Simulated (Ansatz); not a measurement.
# Dielectric function and optical constants of C

What colour and refractive index does C have at this level of theory?

Calculated with Ansatz 0.2.0; DFT, PBE, plane-wave PAW, default files, scalar-relativistic, independent-particle optical response without local fields.

The raw output is cut from this account; settings, times and results stay.

## (1) Starting point

The structure is cubic, space group Fd-3m (No. 227). Conventional cell: a = 3.567 Å, b = 3.567 Å, c = 3.567 Å, α = 90.00°, β = 90.00°, γ = 90.00°. C has 4 C at 1.54 Å nearest.

## (2) Ground state and bands

First the ground state: is it a metal or has it a gap?

This step: DFT, PBE, plane-wave PAW, default files, scalar-relativistic, ground state (Ansatz 0.2.0).

Input file input.yaml:

```yaml
crystal:
  lattice:
    - [0.0, 1.78337, 1.78337]
    - [1.78337, 0.0, 1.78337]
    - [1.78337, 1.78337, 0.0]
  atoms:
    - { symbol: C, position: [0.75, 0.75, 0.75] }
    - { symbol: C, position: [0.5, 0.5, 0.5] }
kpoints:
  mp_grid: { grid: [11, 11, 11] }
  band_path:
    path:
      - [[0.0, 0.0, 0.0], [0.5, 0.0, 0.5], [0.5, 0.25, 0.75], [0.375, 0.375, 0.75], [0.0, 0.0, 0.0], [0.5, 0.5, 0.5], [0.625, 0.25, 0.625], [0.5, 0.25, 0.75], [0.5, 0.5, 0.5], [0.375, 0.375, 0.75]]
      - [[0.625, 0.25, 0.625], [0.5, 0.0, 0.5]]
    npoints: 6
scf:
  occupations: { method: fermi_dirac, width: 0.05 }
  n_extra_bands: 6
hamiltonian:
  xc: pbe
  pseudopotentials: { kind: paw }
output:
  forces: true
  stress: true
  populations: true
  write_bands: true
  write_density: true
  write_potential: true
  elf: true
  volumetric_format: npy
```

On the command line:

```
ansatz run input.yaml --threads 4 --pin off --max-ram 8192MiB --backend cpu --events-out ev --progress --plain --runs-dir out
```

Run time: 0.38 s. Hardware: 4 threads of Arm Neoverse V1, shared host; peak memory 0.24 GiB; 1 s of CPU time.

Read from the output:

```
free energy                  : -501.6155 eV
Fermi energy                 : 15.37 eV
gap by band count            : 4.136 eV
electrons                    : 8
symmetry operations          : 48
pressure                     : 1.772 GPa
gap on the k-mesh            : 4.136 eV
volume                       : 11.34 Å³
gap on the path              : 4.160 eV
least direct gap on the path : 5.594 eV
```

There is a gap, 4.16 eV on the path, so no carriers' term is needed. The cell is left with a pressure of 1.8 GPa, as it stands unrelaxed at this level.

The electronic bands at the labelled points (eV, zero at the Fermi level; v1 is the highest filled band, c1 the lowest empty one):

```csv
point,v3,v2,v1,c1,c2,c3,c4
Γ,-2.05,-2.05,-2.05,3.54,3.54,3.54,11.23
halfway,-6.57,-6.18,-6.18,2.40,8.19,9.53,9.53
X,-14.82,-8.36,-8.36,2.72,2.72,14.75,14.75
halfway,-14.48,-9.37,-9.37,4.83,4.83,13.50,13.50
W,-14.03,-10.38,-10.38,8.57,8.57,10.25,10.25
halfway,-13.72,-11.12,-8.64,5.42,8.78,11.38,12.29
K,-13.79,-11.37,-7.42,3.63,8.69,12.31,13.56
halfway,-8.56,-7.62,-3.80,6.10,6.59,8.00,11.58
Γ,-2.05,-2.05,-2.05,3.54,3.54,3.54,11.23
halfway,-8.64,-3.80,-3.80,5.74,5.74,6.09,12.55
L,-15.43,-4.86,-4.86,6.42,6.42,6.78,13.63
halfway,-14.66,-7.92,-5.99,5.12,8.80,9.67,12.89
U,-13.79,-11.37,-7.42,3.63,8.69,12.31,13.56
halfway,-13.72,-11.12,-8.64,5.42,8.78,11.38,12.29
W,-14.03,-10.38,-10.38,8.57,8.57,10.25,10.25
halfway,-14.42,-8.37,-6.74,6.25,7.39,10.99,12.80
L,-15.43,-4.86,-4.86,6.42,6.42,6.78,13.63
halfway,-14.66,-7.92,-5.99,5.12,8.80,9.67,12.89
K,-13.79,-11.37,-7.42,3.63,8.69,12.31,13.56
jump to U,-13.79,-11.37,-7.42,3.63,8.69,12.31,13.56
halfway,-14.56,-9.62,-8.12,2.95,4.62,14.06,14.39
X,-14.82,-8.36,-8.36,2.72,2.72,14.75,14.75
```

Valence density in the ac plane of a cell with a along [110], b along [-110] and c along [001] of the cube at fractional y = 0.000, with atoms of C within 0.2 Å of it. It is the smooth field of the valence electrons, not physical close to the nuclei.

Ten even steps from '0' (0.1 e/Å³) to '9' (1.8 e/Å³), each cell a mean:
```
95211479521147
42000144200014
10000011000001
00000000000000
00132100013210
01576300157630
24899632489963
78989877898987
99544799954479
```

Electrostatic potential energy in the ac plane of a cell with a along [110], b along [-110] and c along [001] of the cube at fractional y = 0.000, with atoms of C within 0.2 Å of it. With pseudopotentials it is smooth inside the atoms' cores, unlike the true potential.

Values in eV, 9 rows by 14 columns, each cell a mean:
```
-49 -19   8  13  12  -2 -39 -49 -19   8  13  12  -2 -39
 -4   6  12  14  14  10   0  -4   6  12  14  14  10   0
 12  13  14  14  14  14  13  12  13  14  14  14  14  13
 14  14  14  13  14  14  14  14  14  14  13  14  14  14
 14  13  10   6   8  12  14  14  13  10   6   8  12  14
 13   9 -11 -34 -24   3  12  13   9 -11 -34 -24   3  12
  9   4 -31 -61 -50  -8   9   9   4 -31 -61 -50  -8   9
-21  -6 -14 -38 -27  -4 -15 -21  -6 -14 -38 -27  -4 -15
-59 -27   3   3   4  -8 -49 -59 -27   3   3   4  -8 -49
```

## (3) Spectrum

The spectrum is a sum over vertical transitions between filled and empty bands at the fixed density, so many empty bands are needed.

This step: DFT, PBE, plane-wave PAW, default files, scalar-relativistic, independent-particle optical response without local fields (Ansatz 0.2.0).

input.yaml, the sections that differ from step 2:

```yaml
kpoints:
  mp_grid: { grid: [11, 11, 11] }
scf:
  occupations: { method: fixed }
output:
  optics:
    e_range: [0, 22]
    de: 0.05
    sigma: 0.2
    nscf_kmesh: { grid: [18, 18, 18] }
    bands: { spectra_wanted_up_to: 22 }
# crystal, hamiltonian: as in step 2
```

It took 2.7 s on 4 threads; peak memory 0.44 GiB; 9.1 s of CPU time.

Read from the output:

| Property | Result |
| --- | --- |
| electronic dielectric constant ε∞, mean of the axes | 5.958 |
| absorption onset, first axis (α over 10⁴ cm⁻¹, or the direct gap if that lies higher) | 5.594 eV |
| main peak of Im epsilon, first axis | 11.15 eV |
| least direct gap on the mesh | 5.594 eV |
| bands summed | 13 |
| spectra valid up to | 26.89 eV |
| program's estimate of the k-sum error in Im epsilon | 0.05 % |
| electrons in the f-sum | 6.918 |

The Im ε, any direction has structure finer than the step of the table below, so its rows give means over 1 eV. Peaks (eV: height): 11.2: 29.1.

The Im ε, any direction by photon energy; means over each step:

photon energy (eV), Im ε, any direction and a bar:
```
        4        0.0 
        5        0.0 
        6        1.7 ##
        7        3.1 #####
        8        4.0 ######
        9        5.3 ########
       10        7.8 ###########
       11       20.4 ##############################
       12       12.4 ##################
       13        7.3 ###########
       14        5.6 ########
       15        4.4 ######
       16        3.3 #####
       17        2.4 ####
       18        1.8 ###
       19        1.3 ##
       20        1.0 #
       21        0.8 #
```

Re ε, any direction against photon energy:

```csv
photon energy (eV),"Re ε, any direction"
0.0,5.96
0.5,5.97
1.0,6.00
1.5,6.06
2.0,6.15
2.5,6.27
3.0,6.42
3.5,6.62
4.0,6.89
4.5,7.25
5.0,7.79
5.5,8.97
6.0,9.38
6.5,9.08
7.0,8.95
7.5,8.95
8.0,9.08
8.5,9.33
9.0,9.73
9.5,10.3
10.0,11.4
10.5,13.5
11.0,14.2
11.5,-6.04
12.0,-5.54
12.5,-4.82
13.0,-4.15
13.5,-3.55
14.0,-3.24
14.5,-3.31
15.0,-3.15
15.5,-3.07
16.0,-2.97
16.5,-2.77
17.0,-2.55
17.5,-2.34
18.0,-2.12
18.5,-1.91
19.0,-1.68
19.5,-1.44
20.0,-1.22
20.5,-0.979
21.0,-0.681
21.5,-0.239
22.0,-0.623
```

Values under 1 per cm are given as 1. The absorption coefficient, any direction by photon energy:

photon energy (eV), log10 absorption coefficient, any direction (1/cm) and a bar:
```
     0.00        0.0 
     1.00        0.0 
     2.00        0.0 
     3.00        0.0 
     4.00        0.0 
     5.00        0.0 
     6.00        5.3 ########################
     7.00        5.6 #########################
     8.00        5.7 ##########################
     9.00        5.9 ###########################
    10.00        6.0 ############################
    11.00        6.5 ##############################
    12.00        6.6 ##############################
    13.00        6.5 ##############################
    14.00        6.5 ##############################
    15.00        6.5 ##############################
    16.00        6.5 ##############################
    17.00        6.5 ##############################
    18.00        6.5 #############################
    19.00        6.4 #############################
    20.00        6.4 #############################
    21.00        6.3 #############################
    22.00        6.4 #############################
```

Reflectivity at normal incidence, any direction against photon energy; read off at these points:

```csv
photon energy (eV),"reflectivity at normal incidence, any direction (%)"
0.0,17.5
1.0,17.7
2.0,18.1
3.0,18.8
4.0,20.1
5.0,22.3
6.0,26.4
7.0,26.6
8.0,27.8
9.0,30.3
10.0,34.9
11.0,52.6
11.4,60.1
12.0,56.8
13.0,52.7
14.0,49.2
15.0,50.4
16.0,52.0
17.0,52.8
18.0,53.4
18.8,53.5
19.0,53.4
20.0,50.6
21.0,41.2
22.0,31.7
```

Refractive index n and extinction k against photon energy:

```csv
photon energy (eV),n,k
0,2.44,0
1,2.45,0
2,2.48,0
3,2.53,0
4,2.62,0
5,2.79,0
6,3.08,0.302
7,3.03,0.512
8,3.08,0.648
9,3.22,0.811
10,3.54,1.07
11,4.64,2.71
12,1.95,3.05
13,1.44,2.50
14,1.27,2.21
15,1.04,2.06
16,0.862,1.93
17,0.698,1.74
18,0.575,1.57
19,0.476,1.38
20,0.424,1.18
21,0.425,0.929
22,0.621,1.00
```

At chosen wavelengths:

```csv
wavelength (nm),n,k,R (%),1/α
800,2.46,0.000,17.9,over 1 mm
532,2.49,0.000,18.3,over 1 mm
450,2.52,0.000,18.6,over 1 mm
365,2.56,0.000,19.3,over 1 mm
308,2.63,0.000,20.1,over 1 mm
248,2.79,0.000,22.3,over 1 mm
193,3.05,0.414,26.4,37 nm
```

Rows near the edge hang on the gap, which this functional as a rule makes too small, and phonon-assisted absorption over an indirect gap is left out.

Through 1 µm of it, D65 light comes out colourless, dimmed by reflection (x = 0.314, y = 0.330; 69 % transmitted).

The first strong peak, at 11.15 eV, fits the highest filled and the lowest empty band, which run nearly parallel at that distance over 100 % of L–U; the match rests on energies alone.

The f-sum over the summed bands holds 6.9 of the cell's 8 electrons outside the frozen cores, 2 of which lie in bands more than 12 eV below the Fermi level, whose transitions come at higher energies. Up to 22 eV the strength has a mean oscillator energy of 11.7 eV, close to the main peak.

## (4) Static response with local fields

A static field by perturbation theory: the induced potential is included, and the Born charges come with it.

This step: DFT, PBE, plane-wave PAW, default files, scalar-relativistic, static field response by perturbation theory with local fields (Ansatz 0.2.0).

input.yaml, the sections that differ from step 3:

```yaml
dielectric: {}
# crystal, kpoints, scf, hamiltonian: as in step 3
# output: removed
```

Wall time 5.9 s (4 threads); peak memory 0.39 GiB; 22 s of CPU time.

Numbers from this step:

```
electronic dielectric constant ε∞, mean of the axes : 5.844
```

ε∞ with local fields:

```
5.84 0.00 0.00
0.00 5.84 0.00
0.00 0.00 5.84
```

Diagonal elements. Born, by row:

```csv
atom,Z*xx (e),Z*yy (e),Z*zz (e)
C1,0,0,0
C2,0,0,0
```

The ε∞ with local fields is isotropic, 5.84.

## (5) Summary of results

```yaml
gap_on_the_path: 4.16 eV
least_direct_gap_on_the_path: 5.59 eV
electronic_dielectric_constant_eps_infinity_mean_of_the_axes_independent_particles: 5.96
absorption_onset_first_axis_alpha_over_1e4_cm_minus1_or_the_direct_gap_if_that_lies_higher: 5.59 eV
main_peak_of_im_epsilon_first_axis: 11.1 eV
electronic_dielectric_constant_eps_infinity_mean_of_the_axes_static_response_with_local_fields: 5.84
```

In words: At this level (PBE, independent particles) C has ε∞ = 5.96 (5.84 with local fields) and n = 2.45 at 1550 nm; absorption sets in near 5.6 eV, and Im ε peaks at 11.1 eV. The gap is indirect (4.16 eV), so absorption without phonons can begin only at the direct gap of 5.59 eV. Lines 0.2 eV wide carry a tail of absorption under the direct gap, past the threshold already at 5.44 eV. Absorption is strong from the direct gap on, 5.59 eV, in the ultraviolet, so the visible is passed. The first strong peak, at 11.15 eV, fits the highest filled and the lowest empty band, which run nearly parallel at that distance over 100 % of L–U; the match rests on energies alone. Through 1 µm of it, D65 light comes out colourless, dimmed by reflection (x = 0.314, y = 0.330; 69 % transmitted). With local fields and the functional's kernel the static response is 5.84 against 5.96 for independent particles (-2 %). In the base spectrum excitons and phonon-assisted transitions are missing, and so are local fields; PBE gaps are as a rule too small, which pulls the onset down and ε∞ up. In the base run ε includes the program's bounded estimate of what the bands above those summed add.

[Long decimals in the printed logs are rounded to 6 places.]

[Logs are printed without paths, hosts, clocks, repeated set-up lines and the standing remarks that a program may print on its own settings, such as how far it seeks lower states.]

[Hosts, paths, dates, database ids (printed as entryN), source tags and the programs' standing remarks are cut or masked in the printed files.]

[Where the starting crystal was built by hand or by swapping elements, it need not be the compound's stable phase.]

[The count of steps not shown may lack steps that the program refused or didn't finish.]
